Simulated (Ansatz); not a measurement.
# Si on Ru(0001): change of the work function

How does Si on the fcc site change the work function of Ru(0001) as the layer fills?

Program: Ansatz 0.2.0. Level of theory: plane-wave DFT, PBE, Ansatz PAW. Values are calculated unless marked as measured.

Report form: inputs, costs, results and the conclusion, without the logs.

### Step 1. The starting structure

The cell holds 4 atoms: 4 Ru. Its edges and angles: a = 2.700 Å, b = 2.700 Å, c = 24.415 Å, α = 90.0°, β = 90.0°, γ = 60.0°. Vacuum lies along c.

### Step 2. The clean slab

The bare slab comes first, as the zero from which every change is counted. The two lowest layers are held at bulk places and the upper ones relax. The dipole correction removes the false field that a one-sided slab makes across the periodic vacuum, so each face gets a flat vacuum level of its own.

input.yaml reads:

```yaml
crystal:
  lattice:
    - [2.7, 0.0, 0.0]
    - [1.35, 2.3382685902, 0.0]
    - [0.0, 0.0, 24.4152]
  atoms:
    - { symbol: Ru, position: [0.6666666667, 0.6666666667, 0.3686228251] }
    - { symbol: Ru, position: [0.0, 0.0, 0.4562076084] }
    - { symbol: Ru, position: [0.6666666667, 0.6666666667, 0.5437923916] }
    - { symbol: Ru, position: [0.0, 0.0, 0.6313771749] }
kpoints:
  mp_grid: { grid: [12, 12, 1] }
hamiltonian:
  xc: pbe
scf:
  occupations: { method: fermi_dirac, width: 0.1 }
  convergence: { dr2_threshold: 1.0e-08 }
efield:
  axis: 3
  dipole_correction: true
  ramp_position: 0.97
  ramp_width: 0.06
relax:
  f_tol: 0.02
  max_steps: 60
  constraints: [{ sites: [0, 1] }]
output:
  write_potential: true
  write_density: true
  volumetric_format: npy
```

Run with:

```
$ ansatz run input.yaml --threads 4 --pin off --max-ram 16384MiB --backend cpu --events-out ev --progress --plain --runs-dir out
```

Elapsed: 9.1 s, on 4 threads of Arm Neoverse V1, shared host; peak memory 0.46 GiB; 35 s of CPU time.

Relaxation path:

| step | energy less that of the first step (eV) | largest force component (eV/Å) |
| --- | --- | --- |
| 1 | 0.0000 | 0.5365 |
| 2 | -0.0100 | 0.2640 |
| 3 | -0.0132 | 0.0173 |

Forces are held to the 6 operations that the program found; a distortion that breaks them can't arise in this run.

The atoms that moved most (Å):

| atom | dx | dy | dz | length |
| --- | --- | --- | --- | --- |
| Ru4 | 0.000 | 0.000 | -0.034 | 0.034 |
| Ru3 | 0.000 | 0.000 | 0.019 | 0.019 |

The relaxed structure:

```xyz
4
Lattice="2.7000 0.0000 0.0000 1.3500 2.3383 0.0000 0.0000 0.0000 24.4152" Properties=species:S:1:pos:R:3
Ru    2.7000    1.5588    9.0000
Ru    0.0000    0.0000   11.1384
Ru    2.7000    1.5588   13.2962
Ru    0.0000    0.0000   15.3813
```

This step gave:

| Property | Result |
| --- | --- |
| energy at zero smearing | -23512.6524 eV |
| work function, upper face | 5.046 eV |
| work function, lower face | 5.075 eV |
| dipole along the normal | 0.001038 e·Å |
| step between the vacuum levels | -0.02975 eV |

Running mean over 2.138 Å of the planar mean; the ramp of the sawtooth is left out. The electron's electrostatic potential energy less the Fermi level by z:

| z (Å) | electron's electrostatic potential energy less the Fermi level (eV) |
| --- | --- |
| 3 | 5.08 |
| 4 | 5.07 |
| 5 | 5.07 |
| 6 | 4.98 |
| 7 | 3.94 |
| 8 | -6.27 |
| 9 | -14.2 |
| 10 | -14.6 |
| 11 | -14.8 |
| 12 | -14.6 |
| 13 | -14.9 |
| 14 | -15.4 |
| 15 | -14.8 |
| 16 | -11.4 |
| 17 | 1.85 |
| 18 | 4.81 |
| 19 | 5.03 |
| 20 | 5.04 |
| 21 | 5.05 |

The relaxation took 3 steps and lowered the energy by 0.013 eV; the largest force on the free atoms ends at 0.017 eV/Å.

The work function of the upper face is 5.05 eV.

### Step 3. Adsorbate added, k-mesh 4×4×1, coverage 0.111 ML

System of this step: Si/Ru(0001). The cell holds 37 atoms: 36 Ru and 1 Si. Its edges and angles: a = 8.100 Å, b = 8.100 Å, c = 26.521 Å, α = 90.0°, β = 90.0°, γ = 60.0°. Vacuum lies along c.

The clean slab as it ended is repeated in the plane and the adsorbate is set on one face; the cell's size fixes the coverage, and the k-mesh shrinks with it to keep the sampling density about even. Adsorbate and upper layers relax, since the dipole depends on the height.

input.yaml reads:

```yaml
crystal:
  lattice:
    - [8.1, 0.0, 0.0]
    - [4.05, 7.0148057706, 0.0]
    - [0.0, 0.0, 26.5207320389]
  atoms:
    - { symbol: Ru, position: [0.2222222222, 0.2222222222, 0.3393571485] }
    - { symbol: Ru, position: [0.0, 0.0, 0.419988407] }
    - { symbol: Ru, position: [0.2222222222, 0.2222222222, 0.5013507445] }
    - { symbol: Ru, position: [0.0, 0.0, 0.5799729522] }
    - { symbol: Ru, position: [0.2222222222, 0.5555555556, 0.3393571485] }
    - { symbol: Ru, position: [0.0, 0.3333333333, 0.419988407] }
    - { symbol: Ru, position: [0.2222222222, 0.5555555556, 0.5013507445] }
    - { symbol: Ru, position: [0.0, 0.3333333333, 0.5799729522] }
[... 25 atom lines left out ...]
    - { symbol: Ru, position: [0.6666666667, 0.6666666667, 0.419988407] }
    - { symbol: Ru, position: [0.8888888889, 0.8888888889, 0.5013507445] }
    - { symbol: Ru, position: [0.6666666667, 0.6666666667, 0.5799729522] }
    - { symbol: Si, position: [0.1111111111, 0.1111111111, 0.6606428515] }
kpoints:
  mp_grid: { grid: [4, 4, 1] }
hamiltonian:
  xc: pbe
scf:
  occupations: { method: fermi_dirac, width: 0.1 }
  convergence: { dr2_threshold: 1.0e-08 }
efield:
  axis: 3
  dipole_correction: true
  ramp_position: 0.97
  ramp_width: 0.06
relax:
  f_tol: 0.02
  max_steps: 60
  constraints:
    - { sites: [0, 1, 4, 5, 8, 9, 12, 13, 16, 17, 20, 21, 24, 25, 28, 29, 32, 33] }
output:
  write_potential: true
  write_density: true
  volumetric_format: npy
```

It took 9.6 min on 4 threads; peak memory 8.8 GiB.

Step by step:

| step | energy less that of the first step (eV) | largest force component (eV/Å) |
| --- | --- | --- |
| 1 | 0.0000 | 2.1532 |
| 2 | -0.4148 | 0.7687 |
| 3 | -0.4734 | 0.1500 |
| 4 | -0.4765 | 0.0537 |
| 5 | -0.4777 | 0.0055 |

The run keeps the 6 symmetry operations that the program found, so distortions that break them were not tested.

The atoms that moved most (Å):

| atom | dx | dy | dz | length |
| --- | --- | --- | --- | --- |
| Si37 | 0.000 | 0.000 | -0.305 | 0.305 |
| Ru4 | -0.032 | -0.019 | 0.059 | 0.070 |
| Ru8 | 0.000 | 0.037 | 0.059 | 0.070 |
| Ru16 | 0.032 | -0.019 | 0.059 | 0.070 |
| Ru35 | 0.001 | 0.000 | -0.021 | 0.021 |
| Ru23 | -0.001 | 0.000 | -0.021 | 0.021 |
| Ru31 | 0.000 | -0.001 | -0.021 | 0.021 |
| Ru32 | -0.017 | 0.010 | -0.003 | 0.020 |

The relaxed structure:

```xyz
37
Lattice="8.1000 0.0000 0.0000 4.0500 7.0148 0.0000 0.0000 0.0000 26.5207" Properties=species:S:1:pos:R:3
Ru    2.7000    1.5588    9.0000
Ru    0.0000    0.0000   11.1384
Ru    2.6957    1.5563   13.2927
Ru   -0.0321   -0.0185   15.4408
Ru    4.0500    3.8971    9.0000
Ru    1.3500    2.3383   11.1384
Ru    4.0451    3.8999   13.2955
Ru    1.3500    2.3754   15.4408
Ru    5.4000    6.2354    9.0000
Ru    2.7000    4.6765   11.1384
Ru    5.4000    6.2404   13.2927
Ru    2.7084    4.6717   15.3655
Ru    5.4000    1.5588    9.0000
Ru    2.7000    0.0000   11.1384
Ru    5.4000    1.5532   13.2955
Ru    2.7321   -0.0185   15.4408
Ru    6.7500    3.8971    9.0000
Ru    4.0500    2.3383   11.1384
Ru    6.7549    3.8999   13.2955
Ru    4.0669    2.3480   15.3781
Ru    8.1000    6.2354    9.0000
Ru    5.4000    4.6765   11.1384
Ru    8.0992    6.2358   13.2755
Ru    5.4000    4.6570   15.3781
Ru    8.1000    1.5588    9.0000
Ru    5.4000    0.0000   11.1384
Ru    8.1043    1.5563   13.2927
Ru    5.4000    0.0097   15.3655
Ru    9.4500    3.8971    9.0000
Ru    6.7500    2.3383   11.1384
Ru    9.4500    3.8962   13.2755
Ru    6.7331    2.3480   15.3781
Ru   10.8000    6.2354    9.0000
Ru    8.1000    4.6765   11.1384
Ru   10.8008    6.2358   13.2755
Ru    8.0916    4.6717   15.3655
Si    1.3500    0.7794   17.2159
```

Read from the output:

| Property | Result |
| --- | --- |
| energy at zero smearing | -212250.3570 eV |
| work function, upper face | 4.975 eV |
| work function, lower face | 5.071 eV |
| dipole along the normal | 0.03011 e·Å |
| step between the vacuum levels | -0.09586 eV |

Running mean over 2.138 Å of the planar mean; the ramp of the sawtooth is left out. The electron's electrostatic potential energy less the Fermi level by z:

| z (Å) | electron's electrostatic potential energy less the Fermi level (eV) |
| --- | --- |
| 3.5 | 5.07 |
| 4.0 | 5.07 |
| 4.5 | 5.07 |
| 5.0 | 5.06 |
| 5.5 | 5.05 |
| 6.0 | 4.98 |
| 6.5 | 4.75 |
| 7.0 | 3.93 |
| 7.5 | 0.760 |
| 8.0 | -6.26 |
| 8.5 | -12.3 |
| 9.0 | -14.2 |
| 9.5 | -14.5 |
| 10.0 | -14.7 |
| 10.5 | -14.8 |
| 11.0 | -14.8 |
| 11.5 | -14.8 |
| 12.0 | -14.7 |
| 12.5 | -14.8 |
| 13.0 | -14.9 |
| 13.5 | -14.9 |
| 14.0 | -15.1 |
| 14.5 | -15.1 |
| 15.0 | -14.7 |
| 15.5 | -14.3 |
| 16.0 | -11.9 |
| 16.5 | -5.70 |
| 17.0 | 0.400 |
| 17.5 | 2.80 |
| 18.0 | 3.67 |
| 18.5 | 4.35 |
| 19.0 | 4.78 |
| 19.5 | 4.92 |
| 20.0 | 4.96 |
| 20.5 | 4.97 |
| 21.0 | 4.97 |
| 21.5 | 4.97 |
| 22.0 | 4.97 |
| 22.5 | 4.98 |
| 23.0 | 4.98 |

The relaxation took 5 steps and lowered the energy by 0.48 eV; the largest force on the free atoms ends at 0.0055 eV/Å.

The covered face has 4.98 eV, -0.07 eV against the clean one; the bare back face has moved by -0.00 eV, a measure of how thin the slab is.

### Step 4. Adsorbate added, k-mesh 6×6×1, coverage 0.25 ML

System of this step: Si/Ru(0001). The cell holds 17 atoms: 16 Ru and 1 Si. Cell: a = 5.400 Å, b = 5.400 Å, c = 26.521 Å, α = 90.0°, β = 90.0°, γ = 60.0°. Vacuum lies along c.

Another coverage, to see how the dipoles act on each other as their distance changes.

input.yaml reads:

```yaml
crystal:
  lattice:
    - [5.4, 0.0, 0.0]
    - [2.7, 4.6765371804, 0.0]
    - [0.0, 0.0, 26.5207320389]
  atoms:
    - { symbol: Ru, position: [0.3333333333, 0.3333333333, 0.3393571485] }
    - { symbol: Ru, position: [0.0, 0.0, 0.419988407] }
    - { symbol: Ru, position: [0.3333333333, 0.3333333333, 0.5013507445] }
    - { symbol: Ru, position: [0.0, 0.0, 0.5799729522] }
    - { symbol: Ru, position: [0.3333333333, 0.8333333333, 0.3393571485] }
    - { symbol: Ru, position: [0.0, 0.5, 0.419988407] }
    - { symbol: Ru, position: [0.3333333333, 0.8333333333, 0.5013507445] }
    - { symbol: Ru, position: [0.0, 0.5, 0.5799729522] }
    - { symbol: Ru, position: [0.8333333333, 0.3333333333, 0.3393571485] }
    - { symbol: Ru, position: [0.5, 0.0, 0.419988407] }
    - { symbol: Ru, position: [0.8333333333, 0.3333333333, 0.5013507445] }
    - { symbol: Ru, position: [0.5, 0.0, 0.5799729522] }
    - { symbol: Ru, position: [0.8333333333, 0.8333333333, 0.3393571485] }
    - { symbol: Ru, position: [0.5, 0.5, 0.419988407] }
    - { symbol: Ru, position: [0.8333333333, 0.8333333333, 0.5013507445] }
    - { symbol: Ru, position: [0.5, 0.5, 0.5799729522] }
    - { symbol: Si, position: [0.1666666667, 0.1666666667, 0.6606428515] }
kpoints:
  mp_grid: { grid: [6, 6, 1] }
hamiltonian:
  xc: pbe
scf:
  occupations: { method: fermi_dirac, width: 0.1 }
  convergence: { dr2_threshold: 1.0e-08 }
efield:
  axis: 3
  dipole_correction: true
  ramp_position: 0.97
  ramp_width: 0.06
relax:
  f_tol: 0.02
  max_steps: 60
  constraints: [{ sites: [0, 1, 4, 5, 8, 9, 12, 13] }]
output:
  dos: { projected: true, e_range: [-8, 4] }
  write_potential: true
  write_density: true
  volumetric_format: npy
  elf: true
```

Run time: 1.9 min. Hardware: 4 threads; peak memory 2.6 GiB; 7.6 min of CPU time.

The steps of the relaxation:

| step | energy less that of the first step (eV) | largest force component (eV/Å) |
| --- | --- | --- |
| 1 | 0.0000 | 2.2037 |
| 2 | -0.4207 | 0.7978 |
| 3 | -0.4669 | 0.1938 |
| 4 | -0.4754 | 0.0786 |
| 5 | -0.4764 | 0.0072 |

Forces are held to the 6 operations that the program found; a distortion that breaks them can't arise in this run.

The atoms that moved most (Å):

| atom | dx | dy | dz | length |
| --- | --- | --- | --- | --- |
| Si17 | 0.000 | 0.000 | -0.311 | 0.311 |
| Ru15 | 0.000 | 0.000 | -0.063 | 0.063 |
| Ru12 | 0.028 | -0.016 | 0.041 | 0.053 |
| Ru8 | 0.000 | 0.033 | 0.041 | 0.053 |
| Ru4 | -0.028 | -0.016 | 0.041 | 0.053 |

Final coordinates:

```
Ru Si
1.0
     5.40000    0.00000    0.00000
     2.70000    4.67654    0.00000
     0.00000    0.00000   26.52073
Ru Si
16 1
Direct
  0.33333 0.33333 0.33936
  0.00000 0.00000 0.41999
  0.33316 0.33316 0.50137
  0.99652 0.99652 0.58153
  0.33333 0.83333 0.33936
  0.00000 0.50000 0.41999
  0.33316 0.83368 0.50137
  0.99652 0.50695 0.58153
  0.83333 0.33333 0.33936
  0.50000 0.00000 0.41999
  0.83368 0.33316 0.50137
  0.50695 0.99652 0.58153
  0.83333 0.83333 0.33936
  0.50000 0.50000 0.41999
  0.83333 0.83333 0.49898
  0.50000 0.50000 0.57995
  0.16667 0.16667 0.64893
```

Numbers from this step:

```
energy at zero smearing        : -94687.0929 eV
work function, upper face      : 4.954 eV
work function, lower face      : 5.073 eV
dipole along the normal        : 0.01663 e·Å
step between the vacuum levels : -0.1191 eV
```

The density of states has structure finer than the step of the table below, so its rows give means over 0.5 eV. Peaks (eV: height): -3.16: 41.5, -2.14: 40.5, -1.68: 41.3, -1.41: 45.0, -0.69: 42.6, 0.90: 49.7, 1.41: 41.1.

Density of states against energy, zero at the Fermi level; means over each step:

| energy (eV) | density of states (states/eV a cell) |
| --- | --- |
| -7.5 | 2.37 |
| -7.0 | 1.01 |
| -6.5 | 1.23 |
| -6.0 | 8.14 |
| -5.5 | 19.9 |
| -5.0 | 18.7 |
| -4.5 | 21.2 |
| -4.0 | 21.8 |
| -3.5 | 17.2 |
| -3.0 | 21.5 |
| -2.5 | 26.5 |
| -2.0 | 30.0 |
| -1.5 | 27.7 |
| -1.0 | 14.7 |
| -0.5 | 22.6 |
| 0.0 | 18.5 |
| 0.5 | 17.9 |
| 1.0 | 26.4 |
| 1.5 | 22.1 |

Projected DOS per atom over height of the atomic layer and energy from the Fermi level. Layers: Ru4 Ru4 Ru4 Ru4 Si from below.

Ten even steps from '_' (0.00 states/eV) to '@' (2.42 states/eV), each cell a mean:
```
----------
++####==..
##******::
++======::
++----++--
##----++--
==------::
##++++**::
@@++++##::
******##::
******##::
--======..
========..
++**++++..
++++==++..
--****==__
::####::__
__--==____
__________
__________
________..
______..##
```
Columns: height of the atomic layer (Å) from 9 to 17.2 (not evenly spaced); rows upwards: energy from the Fermi level (eV) from -7.96 to 1.95.

Valence density in the ca plane at fractional y = 0.000, with atoms of Ru within 0.2 Å of it. It is the smooth field of the valence electrons, not physical close to the nuclei.

Values in units of 1e0 e/Å³, 8 rows by 16 columns, each cell a mean:
```
0.3 0.4 3.2 4.1 0.4 0.4 1.6 5.9 0.5 0.0 0.0 0.0 0.0 0.0 0.0 0.0
0.9 0.8 0.5 0.6 0.7 1.1 0.4 0.7 0.1 0.0 0.0 0.0 0.0 0.0 0.0 0.0
0.7 0.6 0.8 1.0 0.6 0.8 0.5 1.5 0.2 0.0 0.0 0.0 0.0 0.0 0.0 0.0
0.3 0.4 4.3 5.5 0.4 0.3 2.1 7.6 0.7 0.1 0.0 0.0 0.0 0.0 0.0 0.0
0.3 0.4 3.3 4.2 0.4 0.4 1.4 5.4 0.6 0.2 0.0 0.0 0.0 0.0 0.0 0.0
0.9 0.8 0.5 0.5 0.6 1.2 0.4 0.6 0.4 0.3 0.1 0.0 0.0 0.0 0.0 0.0
0.7 0.7 0.9 1.1 0.5 0.9 0.5 1.2 0.4 0.3 0.1 0.0 0.0 0.0 0.0 0.0
0.3 0.4 4.3 5.5 0.4 0.3 2.0 7.2 0.8 0.1 0.0 0.0 0.0 0.0 0.0 0.0
```
Columns run along c (16.0 Å, from fractional 0.31 to 0.92 of the cell), rows up along a (5.4 Å). Atoms in or near the plane, at fractional coordinates: Ru at (0.42, 0.00), Ru at (0.58, 0.00), Ru at (0.42, 0.50), Ru at (0.58, 0.51).

Electrostatic potential energy in the ca plane at fractional y = 0.000, with atoms of Ru within 0.2 Å of it. With pseudopotentials it is smooth inside the atoms' cores, unlike the true potential.

Values in eV, 8 rows by 16 columns, each cell a mean:
```
  3   2 -38 -48   2   2 -17 -65  -2   9  10  10  10  10  10  10
-11  -7   0  -2  -5 -14   2  -5   7  10  10  10  10  10  10  10
 -6  -4  -7 -10  -2  -9  -1 -17   5  10  10  10  10  10  10  10
  5   4 -48 -59   2   4 -24 -77  -5   9   9  10  10  10  10  10
  3   3 -38 -48   2   2 -15 -60  -3   4   8   9  10  10  10  10
-11  -7   0  -1  -3 -15   3  -2  -2  -6   7   9  10  10  10  10
 -6  -4  -7 -11  -1 -10   0 -13  -1  -3   7   9  10  10  10  10
  5   4 -48 -59   2   4 -22 -74  -5   6   9  10  10  10  10  10
```
Columns run along c (16.0 Å, from fractional 0.31 to 0.92 of the cell; values clipped at the 3rd and 97th percentile), rows up along a (5.4 Å). Atoms in or near the plane, at fractional coordinates: Ru at (0.42, 0.00), Ru at (0.58, 0.00), Ru at (0.42, 0.50), Ru at (0.58, 0.51).

ELF in the ca plane at fractional y = 0.000, with atoms of Ru within 0.2 Å of it. It is the smooth field of the valence electrons, not physical close to the nuclei.

Values, 8 rows by 16 columns, each cell a mean:
```
0.29 0.27 0.47 0.51 0.27 0.26 0.38 0.58 0.25 0.25 0.13 0.03 0.00 0.00 0.00 0.00
0.34 0.30 0.28 0.29 0.29 0.34 0.26 0.32 0.22 0.08 0.01 0.00 0.00 0.00 0.00 0.00
0.30 0.28 0.31 0.33 0.28 0.30 0.27 0.39 0.20 0.10 0.02 0.00 0.00 0.00 0.00 0.00
0.32 0.28 0.49 0.52 0.28 0.28 0.41 0.54 0.31 0.38 0.24 0.06 0.00 0.00 0.00 0.00
0.29 0.27 0.47 0.51 0.28 0.27 0.38 0.57 0.47 0.76 0.68 0.27 0.03 0.00 0.00 0.00
0.33 0.30 0.28 0.29 0.27 0.35 0.26 0.29 0.57 0.81 0.86 0.45 0.05 0.00 0.00 0.00
0.30 0.28 0.31 0.33 0.27 0.31 0.28 0.35 0.55 0.81 0.84 0.41 0.05 0.00 0.00 0.00
0.32 0.28 0.49 0.51 0.28 0.28 0.40 0.55 0.44 0.68 0.57 0.20 0.02 0.00 0.00 0.00
```
Columns run along c (16.0 Å, from fractional 0.31 to 0.92 of the cell), rows up along a (5.4 Å). Atoms in or near the plane, at fractional coordinates: Ru at (0.42, 0.00), Ru at (0.58, 0.00), Ru at (0.42, 0.50), Ru at (0.58, 0.51).

The relaxation took 5 steps and lowered the energy by 0.48 eV; the largest force on the free atoms ends at 0.0072 eV/Å.

By hand: a sheet of dipoles makes a step −p/(ε₀A) in the electron's potential. With e/ε₀ = 180.95 V·Å, p = 0.01663 e·Å and A = 25.25 Å², that is −180.95 × (0.01663) / 25.25 = -0.119 eV, and the two vacuum levels of the run differ by -0.119 eV.

The covered face has 4.95 eV, -0.09 eV against the clean one; the bare back face has moved by -0.00 eV, a measure of how thin the slab is.

### Step 5. Adsorbate added, k-mesh 6×6×1, coverage 0.5 ML

System of this step: Si/Ru(0001). The cell holds 18 atoms: 16 Ru and 2 Si. Cell: a = 5.400 Å, b = 5.400 Å, c = 26.521 Å, α = 90.0°, β = 90.0°, γ = 60.0°. Vacuum lies along c.

Edit input.yaml of step 4 so:

```diff
@@ -23,2 +23,3 @@
     - { symbol: Si, position: [0.1666666667, 0.1666666667, 0.6606428515] }
+    - { symbol: Si, position: [0.6666666667, 0.1666666667, 0.6606428515] }
 kpoints:
```

Run time: 4 min. Hardware: 4 threads; peak memory 3 GiB.

Relaxation path:

| step | energy less that of the first step (eV) | largest force component (eV/Å) |
| --- | --- | --- |
| 1 | 0.0000 | 1.3750 |
| 2 | -0.4854 | 0.2312 |
| 3 | -0.4929 | 0.1086 |
| 4 | -0.4954 | 0.0383 |
| 5 | -0.4957 | 0.0049 |

Forces are held to the 4 operations that the program found; a distortion that breaks them can't arise in this run.

The atoms that moved most (Å):

| atom | dx | dy | dz | length |
| --- | --- | --- | --- | --- |
| Si18 | 0.000 | 0.052 | -0.191 | 0.198 |
| Si17 | 0.000 | 0.052 | -0.191 | 0.198 |
| Ru7 | 0.000 | -0.007 | -0.066 | 0.066 |
| Ru15 | 0.000 | -0.007 | -0.066 | 0.066 |
| Ru16 | 0.000 | -0.001 | 0.060 | 0.060 |
| Ru8 | 0.000 | -0.001 | 0.060 | 0.060 |
| Ru4 | 0.000 | -0.036 | 0.045 | 0.058 |
| Ru12 | 0.000 | -0.036 | 0.045 | 0.058 |

Final coordinates:

```
Ru Si
1.0
     5.40000    0.00000    0.00000
     2.70000    4.67654    0.00000
     0.00000    0.00000   26.52073
Ru Si
16 2
Direct
  0.33333 0.33333 0.33936
  0.00000 0.00000 0.41999
  0.33321 0.33359 0.50152
  0.00387 0.99226 0.58166
  0.33333 0.83333 0.33936
  0.00000 0.50000 0.41999
  0.33410 0.83180 0.49886
  0.00014 0.49972 0.58225
  0.83333 0.33333 0.33936
  0.50000 0.00000 0.41999
  0.83321 0.33359 0.50152
  0.50387 0.99226 0.58166
  0.83333 0.83333 0.33936
  0.50000 0.50000 0.41999
  0.83410 0.83180 0.49886
  0.50014 0.49972 0.58225
  0.16112 0.17776 0.65343
  0.66112 0.17776 0.65343
```

[end of part 1 of 2]

[Long decimals in the printed logs are rounded to 6 places.]

[Logs are printed without paths, hosts, clocks, repeated set-up lines and the standing remarks that a program may print on its own settings, such as how far it seeks lower states.]

[Hosts, paths, dates, database ids (printed as entryN), source tags and the programs' standing remarks are cut or masked in the printed files.]

[Maps of the electrostatic potential energy from Ansatz leave out the sawtooth potential of an applied field or a dipole correction, so their vacuum need not be flat; planar profiles and work functions include it.]
